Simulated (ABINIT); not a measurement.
# InBiTe3 (Pm-3m): zone-centre phonons

Aim: the zone-centre modes of InBiTe3 (Pm-3m).

Main program and level: ABINIT 10.8.3; DFT LDA, scalar-relativistic, plane waves, HGH norm-conserving pseudopotentials.

The structure was built from a prototype and need not be the compound's stable phase.

## (1) The starting structure

It takes space group Pm-3m (No. 221, cubic). The conventional cell has a = 5.839 Å, b = 5.839 Å, c = 5.839 Å, α = 90.00°, β = 90.00°, γ = 90.00°. Nearest to Bi lie 12 Te at 4.13 Å. Nearest to In lie 6 Te at 2.92 Å. Nearest to Te lie 2 In at 2.92 Å. Farther neighbours and most contacts between anions are not listed.

## (2) A first look

A first run with smearing and empty bands tells whether the crystal has a gap, which decides between fixed occupations and smearing later on.

Contents of probe.abi:

```
# ground state
tolvrs 1.0d-08
prtden 1
prtwf 1

# basis, mesh and filling
ecut 20.0
ixc 7
ngkpt 4 4 4
nshiftk 1
shiftk 0.0 0.0 0.0
istwfk *1
occopt 7
tsmear 0.005
nband 20
nstep 100
diemac 9.0
prtebands 0
prtgsr 0

# cell and atoms
acell 3*1.0 Angstrom
rprim 
    5.8394 0.0 0.0
    0.0 5.8394 0.0
    0.0 0.0 5.8394
ntypat 3
znucl 83 49 52
natom 5
typat 1 2 3 3 3
xred 
    0.0 0.0 0.0
    0.5 0.5 0.5
    0.5 0.5 0.0
    0.5 0.0 0.5
    0.0 0.5 0.5
pp_dirpath "./pseudo"
pseudos "Bi.hgh, In.hgh, Te.hgh"
```

Command:

```console
$ OMP_NUM_THREADS=1 mpirun -n 4 abinit probe.abi > probe.log
```

Numbers of over 12 decimals in the logs are rounded to 6 here.

probe.abo, the main output file:

```text
[banners, grids, parts of the stress and lines that vanish by symmetry left out]
- input  file    -> probe.abi
- output file    -> probe.abo
- root for input  files -> probei
[...]
Symmetries : space group Pm -3 m (#221); Bravais cP (primitive cubic)
[...]
mpw =        5832          nfft =      110592          nkpt =          10
[...]
== DATASET  1 ==================================================================
[...]
cutoff_energies: {ecut:  20.0, pawecutdg:  -1.0, }
[...]
Exchange-correlation functional for the present dataset will be:
  LDA: Perdew-Wang 92 LSD fit to Ceperley-Alder data - ixc=7
[...]
ETOT  1  -31.904330852827    -3.190E+01 4.474E-02 2.887E+03
 ETOT  2  -31.897724385719     6.606E-03 8.963E-03 2.207E+03
 ETOT  3  -32.203827691656    -3.061E-01 1.798E-03 5.126E+02
 ETOT  4  -32.298247153301    -9.442E-02 3.192E-04 1.348E+01
 ETOT  5  -32.300367579657    -2.120E-03 8.208E-04 3.997E-01
[...]
ETOT 10  -32.300451060181    -4.359E-10 5.048E-05 5.702E-08
 ETOT 11  -32.300451060193    -1.212E-11 1.259E-04 2.366E-11
 At SCF step   11       vres2   =  2.37E-11 < tolvrs=  1.00E-08 =>converged.
[...]
sigma(1 1)=  2.03232273E-04  sigma(3 2)=  0.00000000E+00
  sigma(2 2)=  2.03232273E-04  sigma(3 1)=  0.00000000E+00
  sigma(3 3)=  2.03232273E-04  sigma(2 1)=  0.00000000E+00
[...]
convergence: {deltae: -1.212E-11, res2:  2.366E-11, residm:  1.259E-04, diffor: null, }
etotal    :  -3.23004511E+01
[...]
sigma(1 1)=  2.03232273E-04  sigma(3 2)=  0.00000000E+00
  sigma(2 2)=  2.03232273E-04  sigma(3 1)=  0.00000000E+00
  sigma(3 3)=  2.03232273E-04  sigma(2 1)=  0.00000000E+00
[...]
- sigma(1 1)=  5.97929989E+00  sigma(3 2)=  0.00000000E+00
- sigma(2 2)=  5.97929989E+00  sigma(3 1)=  0.00000000E+00
- sigma(3 3)=  5.97929989E+00  sigma(2 1)=  0.00000000E+00
[...]
fcart     -0.0000000000E+00 -0.0000000000E+00 -0.0000000000E+00
           strten      2.0323227256E-04  2.0323227256E-04  2.0323227256E-04
================================================================================

[key lines of the parts left out:]
pressure_GPa:  -5.9793E+00
```

Elapsed: 12 s, on 4 MPI ranks of Arm Neoverse V2, shared host.

Numbers from this step:

```
volume per atom   : 39.82 Å³
pressure          : -5.979 GPa
gap on the k-mesh : 0 eV
```

No gap opens on this mesh, so smearing is kept; the printed pressure holds the stress of the finite basis too.

## (3) Rough relaxation

The typed start is rough, so a first relaxation with smearing and loose thresholds takes it towards rest cheaply.

Contents of prerelax.abi:

```
# relaxation
ionmov 2
optcell 2
dilatmx 1.15
chkdilatmx 0
ntime 40
tolmxf 3.0d-04
tolvrs 1.0d-10
prtwf 0
prtden 0
chksymtnons 0

# basis, mesh and filling
ecut 21.0
ecutsm 3.0
ixc 7
ngkpt 4 4 4
nshiftk 1
shiftk 0.0 0.0 0.0
istwfk *1
occopt 7
tsmear 0.005
nband 20
nstep 100
diemac 1000000.0
prtebands 0
prtgsr 0

# cell and atoms
acell 3*1.0 Angstrom
rprim 
    5.8394 0.0 0.0
    0.0 5.8394 0.0
    0.0 0.0 5.8394
ntypat 3
znucl 83 49 52
natom 5
typat 1 2 3 3 3
xred 
    0.0 0.0 0.0
    0.5 0.5 0.5
    0.5 0.5 0.0
    0.5 0.0 0.5
    0.0 0.5 0.5
pp_dirpath "./pseudo"
pseudos "Bi.hgh, In.hgh, Te.hgh"
```

Command:

```console
$ OMP_NUM_THREADS=1 mpirun -n 4 abinit prerelax.abi > prerelax.log
```

prerelax.abo, the main output file:

```text
[banners, grids, parts of the stress and lines that vanish by symmetry left out]
- input  file    -> prerelax.abi
- output file    -> prerelax.abo
- root for input  files -> prerelaxi
[...]
Symmetries : space group Pm -3 m (#221); Bravais cP (primitive cubic)
[...]
mpw =        9448          nfft =      157464          nkpt =          10
[...]
== DATASET  1 ==================================================================
[...]
cutoff_energies: {ecut:  21.0, pawecutdg:  -1.0, }
[...]
Exchange-correlation functional for the present dataset will be:
  LDA: Perdew-Wang 92 LSD fit to Ceperley-Alder data - ixc=7
[...]
ETOT  1  -31.906406929204    -3.191E+01 4.003E-02 4.099E+03
 ETOT  2  -32.209595161808    -3.032E-01 2.442E-03 5.929E+02
 ETOT  3  -32.243961192048    -3.437E-02 8.241E-04 4.389E+02
 ETOT  4  -32.300196122596    -5.623E-02 1.328E-03 6.744E-01
[...]
ETOT  7  -32.332655164352    -8.527E-13 6.891E-10 5.311E-11
 At SCF step    7       vres2   =  5.31E-11 < tolvrs=  1.00E-10 =>converged.
[...]
sigma(1 1)= -4.37918007E-07  sigma(3 2)=  0.00000000E+00
  sigma(2 2)= -4.37918007E-07  sigma(3 1)=  0.00000000E+00
  sigma(3 3)= -4.37918007E-07  sigma(2 1)=  0.00000000E+00
[...]
convergence: {deltae: -8.527E-13, res2:  5.311E-11, residm:  6.891E-10, diffor: null, }
etotal    :  -3.23326552E+01
[...]
At Broyd/MD step   6, gradients are converged :
[...]
sigma(1 1)= -4.37918007E-07  sigma(3 2)=  0.00000000E+00
  sigma(2 2)= -4.37918007E-07  sigma(3 1)=  0.00000000E+00
  sigma(3 3)= -4.37918007E-07  sigma(2 1)=  0.00000000E+00
[...]
- sigma(1 1)= -1.28839926E-02  sigma(3 2)=  0.00000000E+00
- sigma(2 2)= -1.28839926E-02  sigma(3 1)=  0.00000000E+00
- sigma(3 3)= -1.28839926E-02  sigma(2 1)=  0.00000000E+00
[...]
fcart     -0.0000000000E+00 -0.0000000000E+00 -0.0000000000E+00
           strten     -4.3791800720E-07 -4.3791800720E-07 -4.3791800720E-07
================================================================================

[key lines of the parts left out:]
pressure_GPa:   1.2884E-02
Total energy (etotal) [Ha]= -3.23326551643516E+01
```

Wall time 1.7 min (4 MPI ranks).

Relaxation path:

```csv
step,energy less that of the first step (eV),largest force (eV/Å),volume (Å³)
1,0.0000,0.0000,199.12
2,-0.1284,0.0000,195.55
3,-0.6061,0.0000,144.76
4,-0.8533,0.0000,166.15
5,-0.8795,0.0000,161.34
6,-0.8801,0.0000,160.49
```

```csv
"conventional cell, symmetrised",before,after,change
a (Å),5.839,5.434,-6.9 %
b (Å),5.839,5.434,-6.9 %
c (Å),5.839,5.434,-6.9 %
volume (Å³/atom),39.82,32.10,-19.4 %
```

Final coordinates:

```xyz
5
Lattice="5.4344 0.0000 0.0000 0.0000 5.4344 0.0000 0.0000 0.0000 5.4344" Properties=species:S:1:pos:R:3 pbc="T T T"
Bi    0.0000    0.0000    0.0000
In    2.7172    2.7172    2.7172
Te    2.7172    2.7172    0.0000
Te    2.7172    0.0000    2.7172
Te    0.0000    2.7172    2.7172
```

Read from the output:

```yaml
volume_per_atom: 32.10 Å³
pressure: 0.01288 GPa
```

The volume changes by -19.4 % in this run and stands -19.4 % from the first cell.

## (4) Rough relaxation

The cell changed much, so the rough relaxation is repeated on a basis made for the new cell.

Edit prerelax.abi of step 3 so:

```diff
@@ -31,5 +31,5 @@
 rprim 
-    5.8394 0.0 0.0
-    0.0 5.8394 0.0
-    0.0 0.0 5.8394
+    5.434387777 0.0 0.0
+    0.0 5.434387777 0.0
+    0.0 0.0 5.434387777
 ntypat 3
```

prerelax.abo, the main output file:

```text
[banners, grids, parts of the stress and lines that vanish by symmetry left out]
- input  file    -> prerelax.abi
- output file    -> prerelax.abo
- root for input  files -> prerelaxi
[...]
Symmetries : space group Pm -3 m (#221); Bravais cP (primitive cubic)
[...]
mpw =        7624          nfft =      125000          nkpt =          10
[...]
== DATASET  1 ==================================================================
[...]
cutoff_energies: {ecut:  21.0, pawecutdg:  -1.0, }
[...]
Exchange-correlation functional for the present dataset will be:
  LDA: Perdew-Wang 92 LSD fit to Ceperley-Alder data - ixc=7
[...]
ETOT  1  -31.978016091698    -3.198E+01 5.705E-02 3.230E+03
 ETOT  2  -32.306320938027    -3.283E-01 4.358E-03 1.570E+02
 ETOT  3  -32.321030703345    -1.471E-02 8.687E-04 8.417E+01
 ETOT  4  -32.332624144841    -1.159E-02 8.519E-04 2.016E-01
 ETOT  5  -32.332648296877    -2.415E-05 3.746E-04 4.844E-02
[...]
ETOT  9  -32.332655165235    -2.475E-10 1.696E-04 2.399E-09
 ETOT 10  -32.332655165235     3.766E-13 5.049E-05 2.075E-11
 At SCF step   10       vres2   =  2.08E-11 < tolvrs=  1.00E-10 =>converged.
[...]
sigma(1 1)= -4.37923472E-07  sigma(3 2)=  0.00000000E+00
  sigma(2 2)= -4.37923472E-07  sigma(3 1)=  0.00000000E+00
  sigma(3 3)= -4.37923472E-07  sigma(2 1)=  0.00000000E+00
[...]
convergence: {deltae:  3.766E-13, res2:  2.075E-11, residm:  5.049E-05, diffor: null, }
etotal    :  -3.23326552E+01
[...]
At Broyd/MD step   1, gradients are converged :
[...]
sigma(1 1)= -4.37923472E-07  sigma(3 2)=  0.00000000E+00
  sigma(2 2)= -4.37923472E-07  sigma(3 1)=  0.00000000E+00
  sigma(3 3)= -4.37923472E-07  sigma(2 1)=  0.00000000E+00
[...]
- sigma(1 1)= -1.28841534E-02  sigma(3 2)=  0.00000000E+00
- sigma(2 2)= -1.28841534E-02  sigma(3 1)=  0.00000000E+00
- sigma(3 3)= -1.28841534E-02  sigma(2 1)=  0.00000000E+00
[...]
fcart     -0.0000000000E+00 -0.0000000000E+00 -0.0000000000E+00
           strten     -4.3792347152E-07 -4.3792347152E-07 -4.3792347152E-07
================================================================================

[key lines of the parts left out:]
pressure_GPa:   1.2884E-02
Total energy (etotal) [Ha]= -3.23326551652346E+01
```

Elapsed: 15 s, on 4 MPI ranks; 61 s of CPU time.

Little changed from the start: no atom moved by 0.005 Å and no cell edge by 0.1 %.

The volume changes by +0.0 % in this run and stands -19.4 % from the first cell.

## (5) Relaxing the cell and atoms

The harmonic expansion needs vanishing forces, and a free crystal bears no stress, so cell and atoms are brought to rest. Stress is more sensitive to the basis than forces are: the last 3 Ha under the cutoff are smoothed with ecutsm, and the cutoff is raised above that of the later runs.

Contents of relax.abi:

```
# relaxation
ionmov 2
optcell 2
dilatmx 1.08
ntime 40
tolmxf 1.0d-05
tolvrs 1.0d-14
prtwf 0
prtden 0
chksymtnons 0

# basis, mesh and filling
ecut 26.0
ecutsm 3.0
ixc 7
ngkpt 4 4 4
nshiftk 1
shiftk 0.0 0.0 0.0
istwfk *1
occopt 6
tsmear 0.01
nband 20
nstep 100
diemac 1000000.0
prtebands 0
prtgsr 0

# cell and atoms
acell 3*1.0 Angstrom
rprim 
    5.434387781 0.0 0.0
    0.0 5.434387781 0.0
    0.0 0.0 5.434387781
ntypat 3
znucl 83 49 52
natom 5
typat 1 2 3 3 3
xred 
    0.0 0.0 0.0
    0.5 0.5 0.5
    0.5 0.5 0.0
    0.5 0.0 0.5
    0.0 0.5 0.5
pp_dirpath "./pseudo"
pseudos "Bi.hgh, In.hgh, Te.hgh"
```

Command:

```console
$ OMP_NUM_THREADS=1 mpirun -n 4 abinit relax.abi > relax.log
```

relax.abo, the main output file:

```text
[banners, grids, parts of the stress and lines that vanish by symmetry left out]
- input  file    -> relax.abi
- output file    -> relax.abo
- root for input  files -> relaxi
[...]
Symmetries : space group Pm -3 m (#221); Bravais cP (primitive cubic)
[...]
mpw =        8709          nfft =      157464          nkpt =          10
[...]
== DATASET  1 ==================================================================
[...]
cutoff_energies: {ecut:  26.0, pawecutdg:  -1.0, }
[...]
Exchange-correlation functional for the present dataset will be:
  LDA: Perdew-Wang 92 LSD fit to Ceperley-Alder data - ixc=7
[...]
ETOT  1  -31.979796625010    -3.198E+01 4.073E-02 4.069E+03
 ETOT  2  -32.306404400678    -3.266E-01 2.635E-03 1.981E+02
 ETOT  3  -32.321078408504    -1.467E-02 1.270E-03 1.067E+02
 ETOT  4  -32.332639917778    -1.156E-02 1.049E-03 1.985E-01
 ETOT  5  -32.332662073113    -2.216E-05 1.288E-03 3.243E-02
[...]
At SCF step   12       vres2   =  4.07E-16 < tolvrs=  1.00E-14 =>converged.
[...]
sigma(1 1)=  9.94298232E-07  sigma(3 2)=  0.00000000E+00
  sigma(2 2)=  9.94298232E-07  sigma(3 1)=  0.00000000E+00
  sigma(3 3)=  9.94298232E-07  sigma(2 1)=  0.00000000E+00
[...]
convergence: {deltae:  1.208E-13, res2:  4.074E-16, residm:  2.568E-05, diffor: null, }
etotal    :  -3.23326657E+01
[...]
ETOT  1  -32.332665691050    -3.233E+01 3.486E-05 6.900E-04
[...]
At SCF step    8       vres2   =  3.46E-17 < tolvrs=  1.00E-14 =>converged.
[...]
sigma(1 1)=  8.53245513E-07  sigma(3 2)=  0.00000000E+00
  sigma(2 2)=  8.53245513E-07  sigma(3 1)=  0.00000000E+00
  sigma(3 3)=  8.53245513E-07  sigma(2 1)=  0.00000000E+00
[...]
convergence: {deltae:  1.279E-13, res2:  3.463E-17, residm:  4.619E-05, diffor: null, }
etotal    :  -3.23326658E+01
[...]
ETOT  1  -32.332663449761    -3.233E+01 3.782E-05 2.514E-02
[...]
ETOT  7  -32.332666011158    -8.669E-13 1.039E-05 6.983E-13
 ETOT  8  -32.332666011158    -7.958E-13 6.772E-06 1.122E-15
 At SCF step    8       vres2   =  1.12E-15 < tolvrs=  1.00E-14 =>converged.
[...]
sigma(1 1)= -8.84952951E-10  sigma(3 2)=  0.00000000E+00
  sigma(2 2)= -8.84952957E-10  sigma(3 1)=  0.00000000E+00
  sigma(3 3)= -8.84952954E-10  sigma(2 1)=  0.00000000E+00
[...]
convergence: {deltae: -7.958E-13, res2:  1.122E-15, residm:  6.772E-06, diffor: null, }
etotal    :  -3.23326660E+01
[...]
At Broyd/MD step   3, gradients are converged :
[...]
sigma(1 1)= -8.84952951E-10  sigma(3 2)=  0.00000000E+00
  sigma(2 2)= -8.84952957E-10  sigma(3 1)=  0.00000000E+00
  sigma(3 3)= -8.84952954E-10  sigma(2 1)=  0.00000000E+00
[...]
- sigma(1 1)= -2.60362147E-05  sigma(3 2)=  0.00000000E+00
- sigma(2 2)= -2.60362149E-05  sigma(3 1)=  0.00000000E+00
- sigma(3 3)= -2.60362148E-05  sigma(2 1)=  0.00000000E+00
[...]
fcart     -0.0000000000E+00 -0.0000000000E+00 -0.0000000000E+00
           strten     -8.8495295076E-10 -8.8495295727E-10 -8.8495295380E-10
================================================================================

[key lines of the parts left out:]
pressure_GPa:   2.6036E-05
Total energy (etotal) [Ha]= -3.23326660111583E+01
```

Run time: 50 s. Hardware: 4 MPI ranks.

Little changed from the start: no atom moved by 0.005 Å and no cell edge by 0.1 %.

Read from the output:

```yaml
volume_per_atom: 32.08 Å³
pressure: 2.60e-5 GPa
```

The volume changes by -0.1 % in this run and stands -19.4 % from the first cell.

## (6) Ground state

First-order wavefunctions inherit every error of the ground state, hence the very tight tolvrs. Smearing stays on, as the first look found no gap above 0.3 eV.

Contents of gs.abi:

```
# ground state
tolvrs 1.0d-16
prtden 1
prtwf 1

# basis, mesh and filling
ecut 20.0
ixc 7
ngkpt 4 4 4
nshiftk 1
shiftk 0.0 0.0 0.0
istwfk *1
occopt 6
tsmear 0.01
nband 20
nstep 100
diemac 1000000.0
prtebands 0
prtgsr 0

# cell and atoms
acell 3*1.0 Angstrom
rprim 
    5.433245725 0.0 0.0
    0.0 5.433245725 0.0
    0.0 0.0 5.433245725
ntypat 3
znucl 83 49 52
natom 5
typat 1 2 3 3 3
xred 
    0.0 0.0 0.0
    0.5 0.5 0.5
    0.5 0.5 0.0
    0.5 0.0 0.5
    0.0 0.5 0.5
pp_dirpath "./pseudo"
pseudos "Bi.hgh, In.hgh, Te.hgh"
```

Command:

```console
$ OMP_NUM_THREADS=1 mpirun -n 4 abinit gs.abi > gs.log
```

gs.abo, the main output file:

```text
[banners, grids, parts of the stress and lines that vanish by symmetry left out]
- input  file    -> gs.abi
- output file    -> gs.abo
- root for input  files -> gsi
[...]
Symmetries : space group Pm -3 m (#221); Bravais cP (primitive cubic)
[...]
mpw =        4680          nfft =       91125          nkpt =          10
[...]
== DATASET  1 ==================================================================
[...]
cutoff_energies: {ecut:  20.0, pawecutdg:  -1.0, }
[...]
Exchange-correlation functional for the present dataset will be:
  LDA: Perdew-Wang 92 LSD fit to Ceperley-Alder data - ixc=7
[...]
ETOT  1  -31.978995666875    -3.198E+01 4.334E-02 2.345E+03
 ETOT  2  -32.306077809971    -3.271E-01 4.187E-03 1.126E+02
 ETOT  3  -32.320450665791    -1.437E-02 1.112E-03 6.152E+01
 ETOT  4  -32.331949802348    -1.150E-02 8.855E-04 1.229E-01
 ETOT  5  -32.331975087371    -2.529E-05 4.353E-04 1.541E-02
[...]
ETOT 12  -32.331978021773    -9.521E-13 7.992E-05 2.170E-16
 ETOT 13  -32.331978021772     1.073E-12 1.065E-04 7.201E-19
 At SCF step   13       vres2   =  7.20E-19 < tolvrs=  1.00E-16 =>converged.
[...]
sigma(1 1)=  3.78416454E-06  sigma(3 2)=  0.00000000E+00
  sigma(2 2)=  3.78416454E-06  sigma(3 1)=  0.00000000E+00
  sigma(3 3)=  3.78416454E-06  sigma(2 1)=  0.00000000E+00
[...]
convergence: {deltae:  1.073E-12, res2:  7.201E-19, residm:  1.065E-04, diffor: null, }
etotal    :  -3.23319780E+01
[...]
sigma(1 1)=  3.78416454E-06  sigma(3 2)=  0.00000000E+00
  sigma(2 2)=  3.78416454E-06  sigma(3 1)=  0.00000000E+00
  sigma(3 3)=  3.78416454E-06  sigma(2 1)=  0.00000000E+00
[...]
- sigma(1 1)=  1.11333964E-01  sigma(3 2)=  0.00000000E+00
- sigma(2 2)=  1.11333964E-01  sigma(3 1)=  0.00000000E+00
- sigma(3 3)=  1.11333964E-01  sigma(2 1)=  0.00000000E+00
[...]
fcart     -0.0000000000E+00 -0.0000000000E+00 -0.0000000000E+00
           strten      3.7841645359E-06  3.7841645359E-06  3.7841645359E-06
================================================================================

[key lines of the parts left out:]
pressure_GPa:  -1.1133E-01
```

Run time: 13 s. Hardware: 4 MPI ranks; 53 s of CPU time.

Numbers from this step:

- pressure: -0.1113 GPa

The cell stands at -0.11 GPa: the relaxation ran with a smoothed and higher cutoff, and the difference is a stress of the finite basis.

(Part 1 of 3 ends here.)

[Host names and launcher messages were left out of these logs when they were recorded.]

[Logs are printed without paths, hosts, clocks, repeated set-up lines and the standing remarks that a program may print on its own settings, such as how far it seeks lower states.]

[Hosts, paths, dates, database ids (printed as entryN), source tags and the programs' standing remarks are cut or masked in the printed files.]
